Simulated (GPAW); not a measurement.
# A GW chain in GPAW: LiNbO3 (R3c)

Aim: the G0W0 gap of LiNbO3 (R3c) on PBE, step by step.

Main program and level: GPAW 26.7.0; PBE and many-body steps on it, plane waves.

### Step 1. Set-up

It takes space group R3c (No. 161, trigonal). Conventional cell: a = 5.152 Å, b = 5.152 Å, c = 13.869 Å, α = 90.00°, β = 90.00°, γ = 120.00°. Nearest to Li lie 6 O at 2.07 to 2.24 Å. Nearest to Nb lie 6 O at 1.88 to 2.13 Å. Nearest to O lie 2 Nb at 1.88 to 2.13 Å and 2 Li at 2.07 to 2.24 Å. Farther neighbours and most contacts between anions are not listed.

Coordinates:

```
Li Nb O
1.0
     2.57580    1.48714    4.62300
    -2.57580    1.48714    4.62300
     0.00000   -2.97428    4.62300
Li Nb O
2 2 6
Direct
  0.28150 0.28150 0.28150
  0.78150 0.78150 0.78150
  0.00006 0.00005 0.00005
  0.50006 0.50005 0.50005
  0.11231 0.35836 0.71959
  0.71959 0.11231 0.35836
  0.35836 0.71959 0.11231
  0.21959 0.85836 0.61231
  0.85836 0.61231 0.21959
  0.61231 0.21959 0.85836
```

The cell and positions come from the Crystallography Open Database and are kept as given unless a step says otherwise.

### Step 2. Ground state

This step: GPAW 26.7.0; DFT, PBE, plane waves, PAW.

The ground-state density comes first.

Input file run.py:

```python
import json
import numpy as np
from gpaw.mpi import world
from ase import Atoms
from gpaw import GPAW, PW, FermiDirac

atoms = Atoms(['Li', 'Li', 'Nb', 'Nb', 'O', 'O', 'O', 'O', 'O', 'O'],
    cell=[[2.5758000000, 1.4871388234, 4.6230000000],
      [-2.5758000000, 1.4871388234, 4.6230000000],
      [0.0000000000, -2.9742776468, 4.6230000000]],
    scaled_positions=[[0.2815000000, 0.2815000000, 0.2815000000],
      [0.7815000000, 0.7815000000, 0.7815000000],
      [0.0000550000, 0.0000550000, 0.0000550000],
      [0.5000550000, 0.5000550000, 0.5000550000],
      [0.1123100000, 0.3583600000, 0.7195900000],
      [0.7195900000, 0.1123100000, 0.3583600000],
      [0.3583600000, 0.7195900000, 0.1123100000],
      [0.2195900000, 0.8583600000, 0.6123100000],
      [0.8583600000, 0.6123100000, 0.2195900000],
      [0.6123100000, 0.2195900000, 0.8583600000]],
    pbc=(True, True, True))
calc = GPAW(mode=PW(600),
    xc='PBE',
    kpts={'size': (6, 6, 6), 'gamma': True},
    occupations=FermiDirac(0.001),
    nbands=-11,
    convergence={'density': 1e-6, 'bands': -3},
    maxiter=100,
    txt='gs.txt')
atoms.calc = calc
res = {'energy': atoms.get_potential_energy()}
kpts = calc.get_ibz_k_points()
res['kpts'] = kpts
res['eigenvalues'] = [calc.get_eigenvalues(kpt=k) for k in range(len(kpts))]
res['n_electrons'] = calc.get_number_of_electrons()
calc.write('gs.gpw')

if world.rank == 0:
    with open('result.json', 'w') as f:
        json.dump(res, f, default=lambda x: x.tolist())
```

The run is started by

```console
> mpirun -n 4 gpaw python run.py
```

Numbers of over 12 decimals in the logs are rounded to 6 here.

The log of the run:

```text
__  _  _
 | _ |_)|_||  |
 |__||  | ||/\| - 26.7.0

Input parameters:
  mode=PW(ecut=600.0),
  convergence={'density': 1e-06, 'bands': -3},
  kpts=MonkhorstPack(size=(6, 6, 6), gamma=True),
  maxiter=100,
  nbands=-11,
  occupations=Occupations(name='fermi-dirac', width=0.001, fixmagmom=False),
  xc=XC(name='PBE')
  [... matrices ...]
Diagonalizing LCAO Hamiltonian
Converting LCAO to pw mode

            Li

               O
        O
            NbO
          O
                O
          O
            Li

            Nb

Atoms  # Å, Bohr magnetons
|   | symbol |         x |         y |         z |    initial magnetic moments |
| 0 |     Li |  0.000000 | -0.000000 |  3.904123 | ( 0.0000,  0.0000,  0.0000) |
| 1 |     Li |  0.000000 | -0.000000 | 10.838624 | ( 0.0000,  0.0000,  0.0000) |
| 2 |     Nb | -0.000000 | -0.000000 |  0.000763 | ( 0.0000,  0.0000,  0.0000) |
| 3 |     Nb | -0.000000 |  0.000000 |  6.935263 | ( 0.0000,  0.0000,  0.0000) |
| 4 |      O | -0.633776 | -1.440309 |  5.502572 | ( 0.0000,  0.0000,  0.0000) |
| 5 |      O |  1.564232 |  0.171289 |  5.502572 | ( 0.0000,  0.0000,  0.0000) |
| 6 |      O | -0.930456 |  1.269020 |  5.502572 | ( 0.0000,  0.0000,  0.0000) |
| 7 |      O | -1.645344 | -0.218119 |  7.814072 | ( 0.0000,  0.0000,  0.0000) |
| 8 |      O |  0.633776 |  1.533969 |  7.814072 | ( 0.0000,  0.0000,  0.0000) |
| 9 |      O |  1.011568 | -1.315850 |  7.814072 | ( 0.0000,  0.0000,  0.0000) |

Unit cell  # Å
| periodic |         x |         y |        z |  lengths |    angles |
|      yes |  2.575800 |  1.487139 | 4.623000 | 5.497132 | 55.883237 |
|      yes | -2.575800 |  1.487139 | 4.623000 | 5.497132 | 55.883237 |
|      yes |  0.000000 | -2.974278 | 4.623000 | 5.497132 | 55.883237 |

Number of symmetries: 3
Symmetry operations  # r_c * U_cc + t_c -> r_c
|   | kind |            matrix            |
| 0 |  E   |  1, 0, 0,  0, 1, 0,  0, 0, 1 |
| 1 |  C3  |  0, 1, 0,  0, 0, 1,  1, 0, 0 |
| 2 |  C3  |  0, 0, 1,  1, 0, 0,  0, 1, 0 |

BZ-sampling:
  Number of BZ points: 216
  Number of IBZ points: 40

  Monkhorst-Pack size: [6, 6, 6]
  Monkhorst-Pack shift: [0.083333, 0.083333, 0.083333]

K-points  # in reciprocal-cell coordinates
|     |                                coordinates |     weight |
|   0 | (  0.00000000,   0.00000000,   0.00000000) | 0.00462963 |
|   1 | (  0.16666667,   0.00000000,  -0.16666667) | 0.02777778 |
|   2 | (  0.16666667,   0.00000000,   0.00000000) | 0.02777778 |
|   3 | (  0.16666667,   0.16666667,  -0.16666667) | 0.02777778 |
|   4 | (  0.16666667,   0.16666667,   0.00000000) | 0.02777778 |
|   5 | (  0.16666667,   0.16666667,   0.16666667) | 0.00925926 |
|   6 | (  0.33333333,  -0.16666667,  -0.33333333) | 0.02777778 |
|   7 | (  0.33333333,  -0.16666667,  -0.16666667) | 0.02777778 |
|   8 | (  0.33333333,  -0.16666667,   0.00000000) | 0.02777778 |
|   9 | (  0.33333333,  -0.16666667,   0.16666667) | 0.02777778 |
| ... |                                            |            |
|  39 | (  0.50000000,   0.50000000,   0.50000000) | 0.00462963 |

Plane wave coefficients: 3570
Cutoff: 600.0 eV

Spin-components: 1 (collinear spins)
Bands:           43
Projectors:      48
Spin-degeneracy: 2
Datatype:        complex128

  Storage: CPU
  Wave functions: 97_283_200 bytes (24_320_800 per core)
  Projectors: 74_659_200 bytes (18_664_800 per core)
  [... matrices ...]
Parallelization:
  kpt:    4
  domain: 1
  band:   1

Density:
  Valence electrons: 64.0
  Components: 1
  Grid points: [32 32 32]
  Charge: 0.0  # |e|

Potential:
  Grid points: [32 32 32]

species:
  Li:
    name:    Lithium
    Z:       3.0
    valence: 1
    core:    2
    charge:  0.0  # [|e|]
    compensation charges:
      type: gauss
      rc: 0.33  # [Å]
      lmax: 2
    cutoffs:
      filter: 1.91  # [Å]
      core: 2.55  # [Å]
    projectors
    | kind |    occ | energy [eV] | rcut [Å] |
    |   2s |  1.000 |      -2.874 |    1.058 |
    |   2p |  0.000 |      -1.090 |    1.058 |
    |    s |        |      24.337 |    1.058 |

    Using partial waves for Li as LCAO basis

  Nb:
    name:    Niobium
    Z:       41.0
    valence: 13
    core:    28
    charge:  0.0  # [|e|]
    compensation charges:
      type: gauss
      rc: 0.40  # [Å]
      lmax: 2
    cutoffs:
      filter: 2.35  # [Å]
      core: 1.51  # [Å]
    projectors
    | kind |    occ | energy [eV] | rcut [Å] |
    |   4s |  2.000 |     -58.361 |    1.323 |
    |   5s |  1.000 |      -3.980 |    1.323 |
    |   4p |  6.000 |     -34.526 |    1.323 |
    |   5p |  0.000 |      -1.111 |    1.323 |
    |   4d |  4.000 |      -3.041 |    1.244 |
    |    d |        |      24.171 |    1.244 |

    Using partial waves for Nb as LCAO basis

  O:
    name:    Oxygen
    Z:       8.0
    valence: 6
    core:    2
    charge:  0.0  # [|e|]
    compensation charges:
      type: gauss
      rc: 0.21  # [Å]
      lmax: 2
    cutoffs:
      filter: 1.17  # [Å]
      core: 0.83  # [Å]
    projectors
    | kind |    occ | energy [eV] | rcut [Å] |
    |   2s |  2.000 |     -23.961 |    0.688 |
    |   2p |  4.000 |      -9.029 |    0.598 |
    |    s |        |       3.251 |    0.688 |
    |    p |        |      18.182 |    0.598 |
    |    d |        |       0.000 |    0.619 |

    Using partial waves for O as LCAO basis

Reference energy: -220462.985026  # eV

eigensolver:
  PPCG
  Converge bands: -3
  niter=2

density mixing:
  MSR1-Mixer
  Pratt-step length: 0.05
  Maximum mixing coefficient: 0.75
  Old densities: 10
  SVD Regularization: 0.005
  Good broyden scale: 1.0
  Trust region scale: 1.0
  Backstep threshold: 4.0
  History deletion threshold: 6.0
  Fourier metric: weight=20.0, sigma=0.015

occupation numbers:
  Fermi-Dirac:
    width: 0.0010  # eV

poisson solver:
  ecut: 4800.0  # eV

xc functional:
  name: PBE with 2 nearest neighbor stencil

Initialization done in: 4.851 s

convergence criteria:
- Maximum integral of absolute [dens]ity change: 1e-06 electrons / valence electron
- Maximum [total energy] change in last 3 cyles: 0.0005 eV / valence electron
- Maximum integral of absolute [eigenst]ate change: 4e-08 eV^2 / valence electron
maximum number of iterations: 100

SCF iterations
|iter     |     time |      energy | eigst |  dens |
|iter:   1|  |  -98.463999 | +0.49 |       |
|iter:   2|  |  -93.488455 | -0.77 | -0.72 |
|iter:   3|  |  -81.600242 | +0.57 | -0.78 |
|iter:   4|  |  -81.250463 | -0.75 | -1.39 |
|iter:   5|  |  -81.274236 | -1.23 | -1.65 |
|iter:   6|  |  -81.250004c| -1.90 | -2.16 |
|iter:   7|  |  -81.248587c| -2.36 | -2.71 |
|iter:   8|  |  -81.248631c| -2.83 | -3.39 |
|iter:   9|  |  -81.248625c| -3.11 | -3.63 |
|iter:  10|  |  -81.248625c| -3.52 | -3.89 |
|iter:  11|  |  -81.248626c| -3.86 | -4.72 |
|iter:  12|  |  -81.248626c| -4.22 | -5.22 |
|iter:  13|  |  -81.248626c| -4.55 | -5.60 |
|iter:  14|  |  -81.248626c| -4.93 | -6.10c|
|iter:  15|  |  -81.248626c| -5.25 | -6.60c|
|iter:  16|  |  -81.248626c| -5.64 | -7.26c|
|iter:  17|  |  -81.248626c| -5.99 | -7.78c|
|iter:  18|  |  -81.248626c| -6.35 | -8.26c|
|iter:  19|  |  -81.248626c| -6.69 | -9.02c|
|iter:  20|  |  -81.248626c| -6.99 | -9.64c|
|iter:  21|  |  -81.248626c| -7.29 | -9.96c|
|iter:  22|  |  -81.248626c| -7.56c|-10.41c|

Converged in 22 steps
SCF loop duration: 39.780 s (1.808 s/step)
Energy contributions relative to reference atoms: (reference = -220462.985026)
  [... matrices ...]
Energy contributions:
  Kinetic:          63.762705
  Coulomb:         -82.351784
  Zero:              0.121299
  External:          0.000000
  Xc:              -62.780845
  Entropy:          -0.000000
  Spinorbit:         0.000000
  ----------------------------
  Free energy:     -81.248626
  Extrapolated:    -81.248626

dipole moment: (0.000000, -0.000000, -54.460943)  # |e|*Ang

Fermi level: 5.953
Eigenvalues  # (at kpt = [0.000, 0.000, 0.000])
| band index |      eig [eV] | occ [0-2] |
|          0 |       -50.052 |     2.000 |
|        ... |               |           |
|         24 |         3.247 |     2.000 |
|         25 |         3.247 |     2.000 |
|         26 |         3.436 |     2.000 |
|         27 |         3.443 |     2.000 |
|         28 |         3.443 |     2.000 |
|         29 |         3.660 |     2.000 |
|         30 |         4.129 |     2.000 |
|         31 |         4.129 |     2.000 |
|         32 |         7.727 |     0.000 |
[...]
|         36 |         9.307 |     0.000 |
|         37 |         9.471 |     0.000 |
|         38 |        11.433 |     0.000 |
|         39 |        11.835 |     0.000 |
|        ... |               |           |
|         42 |        14.592 |     0.000 |

Gap: 3.585 eV
Transition (v -> c):
  (s=0, k=5, n=31, [0.17, 0.17, 0.17]) -> (s=0, k=4, n=32, [0.17, 0.17, 0.00])
Direct/indirect transitions are different
Direct gap: 3.598 eV
Transition at: (s=0, k=0, n=31, [0.00, 0.00, 0.00])
# Writing to gs.gpw (mode='')
  [... matrices ...]
```

Wall time 47 s (4 MPI ranks of Intel Xeon Platinum 8488C (Sapphire Rapids), shared host); peak memory 1.1 GiB; 3.1 min of CPU time.

Numbers from this step:

```yaml
total_energy: -81.2486 eV
gap: 3.585 eV
k_of_the_valence_top: 0.1667, 0.1667, 0.1667
k_of_the_conduction_bottom: 0.1667, 0.1667, 0
least_direct_gap: 3.598 eV
```

The gap is indirect, with the least direct gap 0.013 eV higher.

### Step 3. Empty states on the mesh, 4×4×4 mesh, 251 bands

The sums over transitions need many empty states on a uniform mesh; this step solves for them.

Input file run.py:

```python
import json
import numpy as np
from gpaw.mpi import world
from gpaw import GPAW

calc = GPAW('gs.gpw').fixed_density(kpts={'size': (4, 4, 4), 'gamma': True},
    nbands=292,
    convergence={'bands': 251},
    txt='nscf.txt')
calc.write('full.gpw', mode='all')
res = {}
kpts = calc.get_ibz_k_points()
res['kpts'] = kpts
res['eigenvalues'] = [calc.get_eigenvalues(kpt=k) for k in range(len(kpts))]
res['n_electrons'] = calc.get_number_of_electrons()

if world.rank == 0:
    with open('result.json', 'w') as f:
        json.dump(res, f, default=lambda x: x.tolist())
```

The run is started by

```console
> mpirun -n 4 gpaw python run.py
```

The log of the run:

```text
Diagonalizing LCAO Hamiltonian
Converting LCAO to pw mode
convergence criteria:
- Maximum integral of absolute [eigenst]ate change: 4e-08 eV^2 / valence electron
maximum number of iterations: 100

SCF iterations
|iter     |     time |      energy | eigst |  dens |
|iter:   1|  |             | +4.21 |       |
|iter:   2|  |             | +3.02 |       |
|iter:   3|  |             | +1.90 |       |
[...]
|iter:  12|  |             | -6.47 |       |
|iter:  13|  |             | -6.92 |       |
|iter:  14|  |             | -7.45c|       |
SCF steps: 14
  __  _  _
 | _ |_)|_||  |
 |__||  | ||/\| - 26.7.0

Input parameters:
  mode=PW(ecut=600.0),
  convergence={'bands': 251},
  gpts=array([32, 32, 32]),
  kpts=MonkhorstPack(size=(4, 4, 4), gamma=True),
  maxiter=100,
  nbands=292,
  occupations=Occupations(name='fermi-dirac', width=0.001, fixmagmom=False),
  parallel={},
  xc=XC(name='PBE')
# Writing to full.gpw (mode='all')
  [... matrices ...]

timing:  # [seconds]
  Total: 0.195  # ━━━━━━━━━━━━━━━━━━━━━━━━━━━━━━━━━━━━━━━━━━━━━━━━━━━━━━━━━━━
```

Wall time 1.7 min (4 MPI ranks); peak memory 1.4 GiB; 6.7 min of CPU time.

Numbers from this step:

| Property | Result |
| --- | --- |
| gap | 3.594 eV |
| k of the valence top | 0, 0, 0 |
| k of the conduction bottom | 0.5, 0.25, 0 |
| least direct gap | 3.598 eV |
| k points computed | 14 |
| lowest point of the top converged band, above the valence top | 86.2590 eV |

On this mesh the gap is 3.594 eV.

### Step 4. Screening and self-energy, 4×4×4 mesh, 112 bands, screening to 60 eV

Now the one-shot GW correction: screening in the RPA, then the self-energy of the levels asked for.

This step: G0W0 on PBE, plane waves, PAW.

Input file run.py:

```python
import json
import numpy as np
from gpaw.mpi import world
from gpaw.response.g0w0 import G0W0

gw = G0W0('full.gpw',
    filename='gw',
    kpts=[0, 9],
    bands=(30, 34),
    ecut=60,
    nbands=112,
    integrate_gamma='WS',
    ppa=True)
gw.calculate()
res = {mode: {k: v for k, v in r.items() if k != 'sigma_eskwn'}
       for mode, r in gw.all_results.items()}

if world.rank == 0:
    with open('result.json', 'w') as f:
        json.dump(res, f, default=lambda x: x.tolist())
```

The run is started by

```console
> mpirun -n 4 gpaw python run.py
```

The log of the run:

```text
Using integrator: PointIntegrator
FrequencyGridDescriptor(from 0.000+0.000j to 0.000+27.211j eV, 2 points)
Nonperiodic BCs:  [False False False]
Using integrator: PointIntegrator
FrequencyGridDescriptor(from 0.000+0.000j to 0.000+27.211j eV, 2 points)
Nonperiodic BCs:  [False False False]
  ___  _ _ _
 |   || | | |
 | | || | | |
 |__ ||_____|
 |___|

BZ k-points: Symmetries present (total): 3

  [... matrices ...]
64 k-points: 4 x 4 x 4 Monkhorst-Pack grid + [1/8,1/8,1/8]
14 k-points in the irreducible part of the Brillouin zone
       k-points in crystal coordinates                weights
   0:     0.00000000    0.00000000    0.00000000          1/64
   1:     0.25000000    0.00000000   -0.25000000          6/64
   2:     0.25000000    0.00000000    0.00000000          6/64
   3:     0.25000000    0.25000000   -0.25000000          6/64
   4:     0.25000000    0.25000000    0.00000000          6/64
   5:     0.25000000    0.25000000    0.25000000          2/64
   6:     0.50000000    0.00000000    0.00000000          3/64
   7:     0.50000000    0.00000000    0.25000000          6/64
   8:     0.50000000    0.25000000   -0.25000000          6/64
   9:     0.50000000    0.25000000    0.00000000          6/64
          ...
  13:     0.50000000    0.50000000    0.50000000          1/64

Distributing spins, k-points and bands (1 x 2 x 4) over 4 processes
Number of blocks: 1

Quasi particle states:
k-points (IBZ indices): [0, 9]
Band range: (30, 34)
  [... matrices ...]
Computational parameters:
Plane wave cut-off: 60 eV
Number of bands: 112
Coulomb cutoff: None
Broadening: 0.1 eV

fxc modes: GW
Kernel: RPA
Using Godby-Needs plasmon-pole approximation:
  Fitting energy: i*E0, E0 = 1.000 Hartree
Summing all q:

Calculating screened Coulomb potential
No Coulomb truncation
FrequencyGridDescriptor(from 0.000+0.000j to 0.000+27.211j eV, 2 points)
Removing empty qpoint cache files...

Calculating chi0 body with:
    Ground state adapter containing:
    Number of spins: 1
    Number of kpoints: 64
    Number of irreducible kpoints: 14
    Number of completely occupied states: 32
    Number of partially occupied states: 32
    Occupied states memory: 16.0 M / cpu

    Linear response parametrization:
    q_c: [0.0, 0.0, 0.0]
    Number of frequency points: 2
    Planewave cutoff: 60.0
    Number of bands: 112
    Number of planewaves: 119
    Broadening (eta): 1e-06
    comm.size: 4
    kncomm.size: 4
    blockcomm.size: 1

    Memory estimate of potentially large arrays:
        chi0_wGG: 0.432159 M / cpu
Integrating chi0 body.

Symmetries of q_c:
    Direct symmetries (Uq -> q): 3
    Indirect symmetries (TUq -> q): 3
In total 6 allowed symmetries.

  [... matrices ...]
14 groups of equivalent kpoints. 78.125% reduction.

Integral kind: response function
Integrating chi0 head and wings.

Symmetries of q_c:
    Direct symmetries (Uq -> q): 3
    Indirect symmetries (TUq -> q): 3
In total 6 allowed symmetries.

  [... matrices ...]
14 groups of equivalent kpoints. 78.125% reduction.

Integral kind: response function wings

Calculating chi0 body with:
    Ground state adapter containing:
    Number of spins: 1
    Number of kpoints: 64
    Number of irreducible kpoints: 14
    Number of completely occupied states: 32
    Number of partially occupied states: 32
    Occupied states memory: 16.0 M / cpu

    Linear response parametrization:
[... the further q-points ...]

Results:
f:      Occupation numbers
eps:     KS-eigenvalues [eV]
vxc:     KS vxc [eV]
exx:     Exact exchange [eV]
sigma:   Self-energies [eV]
dsigma:  Self-energy derivatives
Z:       Renormalization factors
qp:      QP-energies [eV]

k-point 0 (0): (0.000, 0.000, 0.000)                GW
band       f     eps     vxc     exx   sigma  dsigma       Z      qp
                                                                   GW
  30   1.000   4.129 -20.693 -25.728   4.918  -0.287   0.777   4.038
  31   1.000   4.129 -20.693 -25.728   4.918  -0.287   0.777   4.038
  32   0.000   7.727 -19.729 -13.852  -3.565  -0.225   0.816   9.614
  33   0.000   7.727 -19.729 -13.852  -3.565  -0.225   0.816   9.614

k-point 1 (9): (0.500, 0.250, 0.000)                GW
band       f     eps     vxc     exx   sigma  dsigma       Z      qp
                                                                   GW
  30   1.000   3.828 -20.627 -25.637   4.854  -0.285   0.778   3.707
  31   1.000   4.020 -20.652 -25.765   4.954  -0.287   0.777   3.897
  32   0.000   7.723 -19.711 -13.786  -3.622  -0.223   0.817   9.605
  33   0.000   8.202 -20.057 -14.132  -3.571  -0.232   0.812  10.114
```

Wall time 2.9 min (4 MPI ranks); peak memory 2.6 GiB; 11 min of CPU time.

This step gave:

| Property | Result |
| --- | --- |
| G0W0 gap on the points computed | 5.567 eV |
| least direct G0W0 gap on the computed points | 5.576 eV |
| Z at the valence top | 0.7769 |
| Z at the conduction bottom | 0.8173 |
| starting gap on the mesh | 3.594 eV |
| k of the valence top | 0, 0, 0 |
| k of the conduction bottom | 0.5, 0.25, 0 |

The gap on the mesh goes from 3.59 eV to 5.57 eV, a correction of +1.97 eV.

Limits: finite bands, cutoff and mesh; no spin-orbit coupling. v1 is the top filled band, c1 the lowest empty one. Levels before and after the correction, in eV, zero at the valence-band top of each column:

```tsv
	conduction bottom	valence top
Kohn-Sham	3.59	0.00
G0W0	5.57	0.00
```

```tsv
	level	energy (eV)
Kohn-Sham	Γ v2-v1	0.000
Kohn-Sham	Γ c1-c2	3.598
Kohn-Sham	(0.5 0.25 0) v2	-0.301
Kohn-Sham	(0.5 0.25 0) v1	-0.109
Kohn-Sham	(0.5 0.25 0) c1	3.594
Kohn-Sham	(0.5 0.25 0) c2	4.073
G0W0	Γ v2-v1	0.000
G0W0	Γ c1-c2	5.576
G0W0	(0.5 0.25 0) v2	-0.331
G0W0	(0.5 0.25 0) v1	-0.142
G0W0	(0.5 0.25 0) c1	5.567
G0W0	(0.5 0.25 0) c2	6.075
```

### Step 5. Where the time went

Times are wall times on 4 MPI ranks of Intel Xeon Platinum 8488C (Sapphire Rapids), shared host, good to a factor of about two.

```tsv
step	time	share	memory (GiB)
ground state	47 s	15 %	1.1
empty states on the mesh	1.7 min	32 %	1.4
screening and self-energy	2.9 min	54 %	2.6
```

### Step 6. What came out

```json
{
  "PBE gap": "3.58 eV, indirect (only 13 meV under the direct gap)",
  "G0W0 gap on the mesh": "5.57 eV",
  "GW settings": "4×4×4 mesh, 112 bands, screening to 60 eV, Godby-Needs plasmon pole",
  "known limits": "not at the basis limit; no spin-orbit coupling"
}
```

What this shows: G0W0 moves the gap on the mesh from 3.59 eV to 5.57 eV (+1.97 eV), with Z of 0.78 and 0.82 at the edges. Only 2 of the mesh's irreducible points were corrected, so a valley elsewhere could overtake. The dearest step here is «screening and self-energy». Bands and cutoff are finite, so the gap is not at the basis limit. The miss can reach some tenths of an eV and take either sign; the mesh is an error of its own. These stock PAW sets were not made for GW. In the G0W0 run levels were corrected at 2 k points alone, so a gap called «on the mesh» is the least over those, and an edge elsewhere would be missed. The many-body steps are scalar-relativistic: spin-orbit coupling is not in them.

[Paths, hosts, dates, memory and timing lines, banners, echoed tables and standing remarks are left out of the program output.]

[Logs are printed without paths, hosts, clocks, repeated set-up lines and the standing remarks that a program may print on its own settings, such as how far it seeks lower states.]

[Runs of the session that timed out or met a known fault of the program may be left out.]

[Hosts, paths, dates, database ids (printed as entryN), source tags and the programs' standing remarks are cut or masked in the printed files.]
